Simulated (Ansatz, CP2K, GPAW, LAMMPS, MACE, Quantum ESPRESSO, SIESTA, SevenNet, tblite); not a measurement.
# GPAW on liquid (Cs,Li)Cl at 1300 K (106 atoms): settings against a plane-wave reference

How do the settings of GPAW change the result for liquid (Cs,Li)Cl at 1300 K (106 atoms)? A plane-wave run serves as the yardstick.

Method: the method is named at each step, in GPAW 26.7.0.

### 1. Starting point

The cell holds 106 atoms: 12 Cs, 41 Li and 53 Cl. Its edges and angles: a = 14.984 Å, b = 14.984 Å, c = 14.984 Å, α = 90.0°, β = 90.0°, γ = 90.0°. 106 atoms (12 Cs, 41 Li, 53 Cl) placed at random at 1.85 g/cm³, melted at 1800 K for 10 ps at fixed volume with the Lennard-Jones and Coulomb ion parameters for SPC/E (Joung and Cheatham, J. Phys. Chem. B 112, 9020 (2008)), full charges. Snapshot at the end of a hold of 20 ps at 1300 K and fixed volume.

The yardstick, on the same geometry:

| Quantity | Value |
| --- | --- |
| method | Kohn-Sham DFT, PBE, PAW, plane waves (Ansatz 0.2.0); cutoff 420 eV, Γ point, fermi-dirac smearing of 0.05 eV; PAW set soft_2 |
| r.m.s. force component | 0.3577 eV/Å |
| longest force | 1.264 eV/Å |
| pressure | -0.5121 GPa |
| gap (highest filled to lowest empty level) | 3.482 eV |
| SCF cycles | 8 |
| time | 25 s on 8 threads of Arm Neoverse V2, shared host |
| CPU time | 3.1 min |

### 2. PBE, LCAO dzp, h 0.2 Å

Method: Kohn-Sham DFT, PBE, PAW, atomic orbitals (dzp).

Input file run.py:

```python
import numpy as np
from ase.io import read
from gpaw import GPAW, FermiDirac

atoms = read("structure.xyz")
atoms.calc = GPAW(
    mode="lcao",
    basis="dzp",
    h=0.2,
    xc="PBE",
    kpts={"size": (1, 1, 1), "gamma": True},
    occupations=FermiDirac(0.05),
    maxiter=200,
    symmetry={"point_group": False},
    txt="gpaw.txt",
)
energy = atoms.get_potential_energy(force_consistent=True)
forces = atoms.get_forces()
print(f"energy {energy:.6f} eV")
print("forces (eV/A)")
for i, (a, f) in enumerate(zip(atoms, forces)):
    print(f"{i:4d} {a.symbol:2s} {f[0]:10.5f} {f[1]:10.5f} {f[2]:10.5f}")
print(f"Fermi level {atoms.calc.get_fermi_level():.4f} eV")
for k in range(len(atoms.calc.get_ibz_k_points())):
    for s in range(atoms.calc.get_number_of_spins()):
        e = atoms.calc.get_eigenvalues(kpt=k, spin=s)
        n = np.searchsorted(e, atoms.calc.get_fermi_level())
        print(f"k {k} spin {s} levels about the Fermi level:", np.round(e[max(n - 6, 0):n], 4).tolist(), "|", np.round(e[n:n + 6], 4).tolist())
```

Input file structure.xyz:

```xyz
106
Lattice="14.98410 0.00000 0.00000 0.00000 14.98410 0.00000 0.00000 0.00000 14.98410" Properties=species:S:1:pos:R:3 pbc="T T T"
Cs 9.54277 11.23778 11.06141
Cs 8.80166 2.66447 2.31175
Cs 2.41888 8.03253 9.85699
Cs 9.57829 1.55730 11.02066
Cs 5.55371 11.75667 6.47433
Cs 0.01693 10.67183 14.33858
Cs 1.05803 3.39959 4.26223
Cs 11.11580 14.43059 0.81334
Cs 5.39068 6.69010 13.62294
Cs 6.84863 14.15233 3.46118
Cs 12.69258 3.95640 12.39784
Cs 3.26234 0.66514 10.09584
Li 11.16675 9.92382 1.11572
Li 3.86185 14.82617 0.12512
Li 10.92820 6.54610 4.09905
Li 10.56514 7.42312 8.88347
Li 14.54207 3.25814 9.06343
Li 4.94236 7.14697 6.21600
Li 13.36312 2.34681 3.39210
Li 3.63245 0.83881 4.97217
Li 6.47957 4.25788 9.59162
Li 2.32508 11.51049 3.71845
Li 14.55391 13.90854 5.58862
Li 12.38091 14.02497 3.72759
Li 4.72029 4.56655 3.95520
Li 3.90740 4.02503 7.66047
Li 6.36015 14.23699 12.42721
Li 9.88441 13.79556 6.53786
Li 12.32757 11.85362 8.39754
Li 13.52929 10.73476 3.89167
Li 13.00845 14.60815 9.50936
Li 7.61312 6.33303 2.27863
Li 8.90700 5.00064 6.21900
Li 0.22716 9.08546 5.39937
Li 7.19806 10.12506 1.74505
Li 0.58873 0.10998 1.10568
Li 5.02537 11.91191 10.50400
Li 4.49358 9.13326 2.92415
Li 4.44773 3.43870 0.83896
Li 13.68528 7.69658 8.57810
Li 0.69736 7.47602 13.57305
Li 2.58416 6.89913 3.45174
Li 8.25684 4.13351 13.83662
Li 1.70489 4.35303 11.48232
Li 6.55120 1.09774 7.83923
Li 11.63156 3.91055 8.44908
Li 1.25747 11.71532 7.97843
Li 1.15003 3.89766 0.45132
Li 11.99612 8.36982 12.62440
Li 3.21499 11.04178 14.85793
Li 10.04624 10.84249 4.42331
Li 13.09550 6.91831 2.27279
Li 7.57221 9.06958 6.77311
Cl 7.87774 8.19406 0.36816
Cl 4.48654 12.46228 12.82144
Cl 2.86481 4.62769 2.13434
[... 46 atom lines left out ...]
Cl 3.36813 5.23724 5.80664
Cl 1.92051 13.14345 0.24814
Cl 13.83557 5.04395 7.82320
Cl 14.52334 0.06114 3.23582
```

Launch:

```bash
$ OMP_NUM_THREADS=1 python run.py > output.txt
```

Output:

```text
energy -347.872314 eV
forces (eV/A)
   0 Cs    0.39464   -0.65605   -0.02449
   1 Cs   -0.47935   -0.83800   -0.29859
   2 Cs    0.57662    0.25315   -0.19090
   3 Cs   -0.72977   -0.06771   -0.23845
   4 Cs    0.45545    0.36059    0.62713
   5 Cs   -0.45031    0.24032    0.35789
   6 Cs   -0.60184    0.37638    0.13187
   7 Cs   -0.32548   -0.04706   -1.08230
   8 Cs   -0.47005    0.66877    0.06510
   9 Cs   -0.09162   -0.36577   -0.66648
  10 Cs    0.25024    0.40044    0.73475
  11 Cs   -0.57419   -0.36952    0.66801
  12 Li   -0.17194    0.47721    0.06628
  13 Li   -0.01180    0.12370   -0.39528
  14 Li   -0.06162   -0.35245    0.40045
  15 Li    0.11209    0.07792   -0.13170
  16 Li    0.05505    0.06190   -0.00450
  17 Li   -0.00911   -0.09420   -0.16985
  18 Li   -0.58014   -0.00156   -0.76183
  19 Li   -0.15427   -0.35697    0.35507
  20 Li    0.09783   -0.05946    0.00174
  21 Li    0.23838   -0.10079   -0.19104
  22 Li    0.54120    0.24854    0.16830
  23 Li    0.04975   -0.15433    0.12274
[...]
98 Cl   -0.59162    0.35584   -0.33293
  99 Cl   -0.70809   -0.23783    0.28787
 100 Cl   -0.86957    0.79379   -0.64098
 101 Cl   -0.17240   -0.70447    0.12537
 102 Cl   -0.10089   -0.04055   -0.20771
 103 Cl   -0.06596    0.34946    0.22751
 104 Cl   -0.34858    0.07128    0.02819
 105 Cl   -0.11079    0.13764    0.30343
Fermi level 0.8090 eV
k 0 spin 0 levels about the Fermi level: [-0.7097, -0.6819, -0.6526, -0.6203, -0.593, -0.3865] | [2.9978, 3.7018, 3.8739, 4.0471, 4.1816, 4.3064]
```

gpaw.txt:

```text
Input parameters:
  mode=LCAO(),
  basis={'default': 'dzp'},
  h=0.2,
  kpts=MonkhorstPack(size=(1, 1, 1), gamma=True),
  maxiter=200,
  occupations=Occupations(name='fermi-dirac', width=0.05, fixmagmom=False),
  symmetry=Symmetry(point_group=False),
  xc=XC(name='PBE')
Unit cell  # Å
| periodic |         x |         y |         z |   lengths |    angles |
|----------|-----------|-----------|-----------|-----------|-----------|
|      yes | 14.984100 |  0.000000 |  0.000000 | 14.984100 | 90.000000 |
|      yes |  0.000000 | 14.984100 |  0.000000 | 14.984100 | 90.000000 |
|      yes |  0.000000 |  0.000000 | 14.984100 | 14.984100 | 90.000000 |
Number of symmetries: 1
Symmetry operations  # r_c * U_cc + t_c -> r_c
|   | kind |            matrix            |
|---|------|------------------------------|
| 0 |  E   |  1, 0, 0,  0, 1, 0,  0, 0, 1 |
BZ-sampling:
  Number of BZ points: 1
  Number of IBZ points: 1
  Monkhorst-Pack size: [1, 1, 1]
  Monkhorst-Pack shift: [0, 0, 0]
[... lines left out ...]
      Number of RI-basis functions 0
Reference energy: -3215327.536433  # eV
eigensolver:
density mixing:
  MSR1-Mixer
occupation numbers:
  Fermi-Dirac:
    width: 0.0500  # eV
FastPoissonSolver using
    Stencil: 6*3+1=19 point O(h^6) finite-difference Laplacian
xc functional:
  name: PBE with 2 nearest neighbor stencil
interpolation: tri-quintic # 5. degree polynomial
Initialization done in: 14.310 s
convergence criteria:
- Maximum [total energy] change in last 3 cyles: 0.0005 eV / valence electron
- Maximum integral of absolute [dens]ity change: 0.0001 electrons / valence electron
- Maximum integral of absolute [eigenst]ate change: 4e-08 eV^2 / valence electron
maximum number of iterations: 200
SCF iterations
|iter     |      energy | eigst |  dens |
|---------|-------------|-------|-------|
|iter:   1| -353.256473 |      c|       |
|iter:   2| -351.946819 |      c| -1.18 |
|iter:   3| -347.512830 |      c| -1.21 |
|iter:   4| -347.832589 |      c| -1.68 |
|iter:   5| -347.872270 |      c| -2.18 |
|iter:   6| -347.872336c|      c| -3.05 |
|iter:   7| -347.872315c|      c| -3.58 |
|iter:   8| -347.872314c|      c| -4.05c|
Converged in 8 steps
SCF loop duration: 196.911 s (24.614 s/step)
Energy contributions relative to reference atoms: (reference = -3215327.536433)
Energy contributions:
  Kinetic:         510.196747
  Coulomb:        -509.227299
  Zero:              6.080178
  External:          0.000000
  Xc:             -354.921940
  Entropy:          -0.000000
  Spinorbit:         0.000000
  ----------------------------
  Free energy:    -347.872314
  Extrapolated:   -347.872314
dipole moment: (-48.065005, 6.820244, -62.256200)  # |e|*Ang
Fermi level: 0.809
Eigenvalues  # (at kpt = [0.000, 0.000, 0.000])
| band index |      eig [eV] | occ [0-2] |
|------------|---------------|-----------|
|          0 |       -21.094 |     2.000 |
|        ... |               |           |
|        252 |        -0.739 |     2.000 |
|        253 |        -0.714 |     2.000 |
[...]
|        267 |         4.420 |     0.000 |
|        ... |               |           |
|        315 |         6.205 |     0.000 |
Gap: 3.384 eV
Transition (v -> c):
  (s=0, k=0, n=259, [0.00, 0.00, 0.00]) -> (s=0, k=0, n=260, [0.00, 0.00, 0.00])
No difference between direct/indirect transitions
Force computation time: 61.033  # s
timing:  # [seconds]
  Total:  272.288  # ━━━━━━━━━━━━━━━━━━━━━━━━━━━━━━━━━━━━━━━━━━━━━━━━━━━━━━━━
  Init:    14.309  # ━━━
  SCF:    196.911  # ━━━━━━━━━━━━━━━━━━━━━━━━━━━━━━━━━━━━━━━━╸
  Forces:  61.033  # ━━━━━━━━━━━━╸
```

The job ended after 4.6 min (1 thread of Arm Neoverse V2, shared host; peak memory 2.9 GiB).

Banners, paths, timers and routine set-up lines are dropped from the logs unmarked, and long logs keep their key lines alone; longer cuts are marked.

Numbers from this run, and their distance from the reference:

| Item | Value |
| --- | --- |
| r.m.s. force component | 0.3867 eV/Å |
| r.m.s. difference of force components | 49.61 meV/Å |
| longest difference of force vectors | 193.9 meV/Å |
| force difference over r.m.s. force | 13.87 % |
| slope of forces against the reference's | 1.075 |
| correlation of force components | 0.9941 |
| gap (highest filled to lowest empty level) | 3.384 eV |
| gap difference | -0.098 eV |

Length of the force difference by element (eV/Å):

| element | atoms | mean | most |
| --- | --- | --- | --- |
| Cl | 53 | 0.076 | 0.17 |
| Cs | 12 | 0.084 | 0.12 |
| Li | 41 | 0.074 | 0.19 |

Levels nearest the highest filled one (eV from it): -0.32, -0.30, -0.27, -0.23, -0.21, 0.00, 3.38, 4.09, 4.26, 4.43, 4.57, 4.69.

Local excerpt of 9 atoms (numbers count through the whole input) about Cl75, which bears the longest force; x, y, z are measured from there.

| atom | x | y | z | distance (Å) | bonds | Fx | Fy | Fz (eV/Å) |
| --- | --- | --- | --- | --- | --- | --- | --- | --- |
| Cl75 | 0.00 | 0.00 | 0.00 | 0.00 | 4 | -0.01 | 1.34 | -0.06 |
| Li33 | 0.07 | -0.04 | 2.25 | 2.25 | 4 | -0.33 | -0.13 | 0.72 |
| Li32 | -1.23 | 1.29 | -1.69 | 2.45 | 4 | -0.30 | 0.37 | -0.05 |
| Li15 | 2.09 | 1.50 | 0.13 | 2.58 | 4 | -0.06 | -0.35 | 0.40 |
| Cs2 | -0.04 | -2.38 | -1.65 | 2.90 | 5 | -0.48 | -0.84 | -0.30 |
| Cl77 | 1.70 | 1.64 | 2.45 | 3.40 | 3 | 0.04 | 0.12 | 0.82 |
| Cl81 | -1.95 | -0.34 | -3.19 | 3.76 | 5 | -0.23 | -0.27 | -0.38 |
| Cl78 | 3.73 | -0.34 | -0.46 | 3.77 | 4 | 0.03 | 0.49 | -0.17 |
| Cl57 | -3.40 | 1.84 | -0.61 | 3.92 | 5 | 0.01 | -0.40 | -0.06 |

Atoms are counted from 1 here, from 0 in the log.

Forces lie 14 % from the reference's, at 1.5 times its CPU time (on 1 against 8 cores).

### 3. revPBE, LCAO dzp, h 0.2 Å

Method: Kohn-Sham DFT, revPBE, PAW, atomic orbitals (dzp).

run.py: that of step 2 with these lines changed.

```diff
@@ -9,3 +9,3 @@
     h=0.2,
-    xc="PBE",
+    xc="revPBE",
     kpts={"size": (1, 1, 1), "gamma": True},
```

structure.xyz is that of step 2.

Output:

```text
energy -331.708081 eV
forces (eV/A)
   0 Cs    0.36463   -0.70239    0.02694
   1 Cs   -0.48986   -0.87927   -0.28851
   2 Cs    0.63297    0.28620   -0.22426
   3 Cs   -0.73328   -0.10260   -0.19649
   4 Cs    0.46506    0.37865    0.65099
   5 Cs   -0.47336    0.27168    0.32366
[...]
103 Cl   -0.09886    0.38429    0.23011
 104 Cl   -0.32386    0.10969   -0.04974
 105 Cl   -0.07280    0.12625    0.31541
Fermi level 0.9013 eV
k 0 spin 0 levels about the Fermi level: [-0.6014, -0.5718, -0.5417, -0.5091, -0.486, -0.2777] | [3.2716, 4.0074, 4.1527, 4.3391, 4.4946, 4.6044]
```

gpaw.txt:

```text
Input parameters:
  mode=LCAO(),
  basis={'default': 'dzp'},
  h=0.2,
  kpts=MonkhorstPack(size=(1, 1, 1), gamma=True),
  maxiter=200,
  occupations=Occupations(name='fermi-dirac', width=0.05, fixmagmom=False),
[... lines left out ...]
  Fermi-Dirac:
[... lines left out ...]
convergence criteria:
- Maximum [total energy] change in last 3 cyles: 0.0005 eV / valence electron
[... lines left out ...]
Converged in 9 steps
[... lines left out ...]
  Free energy:    -331.708081
[... lines left out ...]
Fermi level: 0.901
[... lines left out ...]
|        ... |               |           |
|        315 |         6.501 |     0.000 |
Gap: 3.549 eV
Transition (v -> c):
  (s=0, k=0, n=259, [0.00, 0.00, 0.00]) -> (s=0, k=0, n=260, [0.00, 0.00, 0.00])
No difference between direct/indirect transitions
Force computation time: 58.609  # s
timing:  # [seconds]
  Total:  292.354  # ━━━━━━━━━━━━━━━━━━━━━━━━━━━━━━━━━━━━━━━━━━━━━━━━━━━━━━━━
  Init:    14.178  # ━━╸
  SCF:    219.538  # ━━━━━━━━━━━━━━━━━━━━━━━━━━━━━━━━━━━━━━━━━━
  Forces:  58.609  # ━━━━━━━━━━━
```

The job ended after 4.9 min (1 thread; peak memory 2.9 GiB).

Numbers from this run, and their distance from the reference:

```yaml
r_m_s_force_component: 0.4036 eV/Å
r_m_s_difference_of_force_components: 72.23 meV/Å
longest_difference_of_force_vectors: 262.2 meV/Å
force_difference_over_r_m_s_force: 20.2 %
slope_of_forces_against_the_reference_s: 1.116
correlation_of_force_components: 0.9892
spacing_of_highest_filled_and_lowest_empty_level: 3.549 eV
gap_difference: 0.067 eV
```

Against the first run (14 %), the force difference from the reference is 20 %, at 1.1 times the CPU time; the model has changed, so this is no error of the program alone.

### 4. All runs compared

Differences are against the plane-wave reference, forces as r.m.s. over components; share is that over the reference's r.m.s. force, slope the least-squares factor from reference forces to these. Total energies of different programs have different zeros and aren't compared.

| run | Δ force, r.m.s. (meV/Å) | share (%) | slope | Δ gap (eV) | cores | CPU time | memory (GiB) |
| --- | --- | --- | --- | --- | --- | --- | --- |
| reference | - | - | - | - | 8 | 3.1 min | 4.1 |
| GPAW PBE, LCAO dzp, h 0.2 Å | 49.6 | 13.9 | 1.075 | -0.098 | 1 | 4.6 min | 2.9 |
| GPAW revPBE, LCAO dzp, h 0.2 Å | 72.2 | 20.2 | 1.116 | 0.067 | 1 | 4.9 min | 2.9 |

CPU time is summed over cores on a shared host, where runs went side by side, so it is rough. Symmetry, cutoffs, thresholds, outputs and thread counts weren't matched or tuned between programs; memory under MPI is the largest rank's times the ranks.

### 5. Outcome

```json
{
 "nearest in forces": "GPAW PBE, LCAO dzp, h 0.2 Å, 14 %",
 "its CPU time": "4.6 min"
}
```

The PBE run in local orbitals differs by 14 % (GPAW PBE, LCAO dzp, h 0.2 Å); basis, grid and potentials can all enter. Rows with another functional or a dispersion term differ by 20 % (GPAW revPBE, LCAO dzp, h 0.2 Å), which mixes the change of model with differences of basis and potentials. None of the electronic-structure runs in the table takes under half the reference's CPU time of 3.1 min; they take 1.5 to 1.6 times as much. At the same functional, the gap of GPAW PBE, LCAO dzp, h 0.2 Å lies 0.10 eV below the reference's 3.48 eV. The potentials hold different valence shells: 602 electrons in the reference, 520 in GPAW; this bears on time and differences. The frame stands for 1300 K, but pressures are static and levels are smeared at 580 K. The network of bonds at the start is that of the classical potential that made the cell, and needn't be the one that DFT or experiment would give. The ion parameters were fitted for water, not for melts, so the starting structure of this cell may lie well off the real melt's. The electronic-structure runs sample only Γ, in a cell whose shortest periodic width is 15 Å. Spin–orbit coupling is left out, which matters for the levels of the heavy elements.

[Also dropped from logs without a mark: logging warnings of Python, and SIESTA's first energy breakdown and zero terms.]

[Logs are printed without paths, hosts, clocks, repeated set-up lines and the standing remarks that a program may print on its own settings, such as how far it seeks lower states.]

[Hosts, paths, dates, database ids (printed as entryN), source tags and the programs' standing remarks are cut or masked in the printed files.]
